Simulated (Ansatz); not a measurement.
**Nb2Sn2O7 (Fd-3m): spin-orbit coupling beyond the local functionals**

How far does spin-orbit coupling move the gap of Nb2Sn2O7 (Fd-3m)?

Program: Ansatz 0.2.0. Level of theory: density functionals with and without spin-orbit coupling, plane waves, PAW. Values are calculated unless marked as measured.

**What was measured.**

- Gap 2.6 eV: optical absorption-edge onset (lowest of the four compounds), not Tauc gap; UV-vis transmission and reflection; 300 K; film (relaxed epitaxial (111) film by pulsed laser deposition; approximate value) on Y-stabilized ZrO2 (111) (“Trends in Bandgap of Epitaxial textitA2textitB2O7 (textitA = Sn, Pb; textitB = Nb, Ta) Films Fabricated by Pulsed Laser Deposition”, 2022, arxiv:2207.00434).

The raw output is cut from this account; settings, times and results stay.

## 1. Starting point

It takes space group Fd-3m (No. 227, cubic). The conventional cell has a = 10.761 Å, b = 10.761 Å, c = 10.761 Å, α = 90.00°, β = 90.00°, γ = 90.00°. Nearest to Nb lie 6 O at 2.02 Å. Sn has 2 O at 2.33 Å nearest. Nearest to O lie 2 Nb at 2.02 Å. O has 4 Sn at 2.33 Å nearest. Farther neighbours, and contacts between anions beyond the nearest, are not listed.

The cell and positions are those that the Materials Project relaxed with its own functionals (PBE, PBE+U or r2SCAN), kept fixed. The default PAW set here is soft_2. Its files were made with PBE.

## 2. HSE06, 2×2×2 mesh

This step: DFT, HSE06, plane waves, PAW.

The input, input.yaml:

```yaml
crystal:
  lattice:
    - [0.0, 5.380295, 5.380295]
    - [5.380295, 0.0, 5.380295]
    - [5.380295, 5.380295, 0.0]
  atoms:
    - { symbol: Nb, position: [0.125, 0.125, 0.125] }
    - { symbol: Nb, position: [0.625, 0.125, 0.125] }
    - { symbol: Nb, position: [0.125, 0.125, 0.625] }
    - { symbol: Nb, position: [0.125, 0.625, 0.125] }
    - { symbol: Sn, position: [0.625, 0.625, 0.125] }
    - { symbol: Sn, position: [0.625, 0.625, 0.625] }
    - { symbol: Sn, position: [0.125, 0.625, 0.625] }
    - { symbol: Sn, position: [0.625, 0.125, 0.625] }
    - { symbol: O, position: [0.061003, 0.438997, 0.061003] }
    - { symbol: O, position: [0.061003, 0.061003, 0.438997] }
    - { symbol: O, position: [0.811003, 0.188997, 0.811003] }
    - { symbol: O, position: [0.061003, 0.438997, 0.438997] }
    - { symbol: O, position: [0.188997, 0.811003, 0.188997] }
    - { symbol: O, position: [0.438997, 0.061003, 0.061003] }
    - { symbol: O, position: [0.188997, 0.188997, 0.811003] }
    - { symbol: O, position: [0.188997, 0.811003, 0.811003] }
    - { symbol: O, position: [0.75, 0.75, 0.75] }
    - { symbol: O, position: [0.811003, 0.188997, 0.188997] }
    - { symbol: O, position: [0.438997, 0.438997, 0.061003] }
    - { symbol: O, position: [0.811003, 0.811003, 0.188997] }
    - { symbol: O, position: [0.5, 0.5, 0.5] }
    - { symbol: O, position: [0.438997, 0.061003, 0.438997] }
kpoints:
  mp_grid: { grid: [2, 2, 2] }
  band_path:
    path:
      - [0.0, 0.0, 0.0]
      - [0.5, 0.0, 0.5]
      - [0.625, 0.25, 0.625]
      - [0.375, 0.375, 0.75]
      - [0.5, 0.5, 0.5]
      - [0.5, 0.25, 0.75]
    npoints: 1
hamiltonian:
  xc: hse06
scf:
  occupations: { method: fixed }
  n_extra_bands: 11
output:
  eigenvalues: true
```

Launch:

```console
$ ansatz run input.yaml --threads 24 --pin off --max-ram 82944MiB --backend cuda --events-out ev --progress --plain --runs-dir out --devices 1 --max-vram 78GiB
```

The job ended after 8 s (1 × NVIDIA GB200 (shared by 2 runs) with 24 threads of Arm Neoverse V2, shared host; peak memory 1.5 GiB; 78 s of CPU time).

Numbers from this step:

```yaml
gap: 1.481 eV
valence_top_at: L
conduction_bottom_at: Γ
least_direct_gap: 1.726 eV
exact_exchange_fraction: 0.25
```

The gap is indirect, with the least direct gap 0.25 eV higher.

## 3. HSE06+SOC, 2×2×2 mesh

The many-body steps leave out spin-orbit coupling, so its effect is taken from a two-component run, with twice the bands.

This step: DFT, HSE06 with spin-orbit coupling, plane waves, PAW.

Changes to input.yaml since step 2:

```diff
@@ -42,4 +42,7 @@
 scf:
-  occupations: { method: fixed }
-  n_extra_bands: 11
+  occupations: { method: fermi_dirac, width: 0.02 }
+  n_extra_bands: 22
+magnetization:
+  noncollinear: true
+  spin_orbit: true
 output:
```

Wall time 28 s (1 × NVIDIA GB200 (shared by 2 runs) with 24 threads); peak memory 3.2 GiB.

Read from the output:

| Item | Value |
| --- | --- |
| gap | 1.470 eV |
| valence top at | L |
| conduction bottom at | Γ |
| least direct gap | 1.663 eV |
| exact-exchange fraction | 0.25 |

The gap stands −0.01 eV against HSE06.

## 4. Together

Times are wall times on 1 × NVIDIA GB200 (shared by 2 runs) with 24 threads of Arm Neoverse V2, shared host, good to a factor of about two.

```
level  gap (eV)  with coupling (eV)  change (eV)  time  with coupling
HSE06      1.48                1.47        −0.01   8 s           28 s
```

## 5. Results

| Quantity | Value |
| --- | --- |
| HSE06 | 1.48 eV |
| HSE06+SOC | 1.47 eV |

**Reading.** Spin-orbit coupling changes the gap by −0.01 eV and the least direct gap by −0.06 eV. Against experiment, by HSE06+SOC: the gap of 1.47 eV lies −1.13 eV from the measured 2.6 eV (optical, 300 K, on Y-stabilized ZrO2 (111), 2022). An exciton line or allowed optical edge lies below the quasiparticle gap by the binding energy; a forbidden edge can push the onset above it. The lattice is static and excitons are left out.

[Long decimals in the printed logs are rounded to 6 places.]

[Logs are printed without paths, hosts, clocks, repeated set-up lines and the standing remarks that a program may print on its own settings, such as how far it seeks lower states.]

[Paths, hosts, dates, memory and timing lines, banners, echoed tables and standing remarks are left out of the program output; an Ansatz launch command may be rebuilt from the run's recorded settings. Measured values are a selection of at most five: reports struck by readers or far from the other reports are left out. None is set beside runs whose start may be inverted or whose files or cutoffs have a known fault.]

[Runs of the session that timed out or met a known fault of the program may be left out.]

[Cells called generated may have been cut or substituted from an entry of the Crystallography Open Database or the Materials Project.]

[Hosts, paths, dates, database ids (printed as entryN), source tags and the programs' standing remarks are cut or masked in the printed files.]

[Where the starting crystal was built by hand or by swapping elements, it need not be the compound's stable phase.]
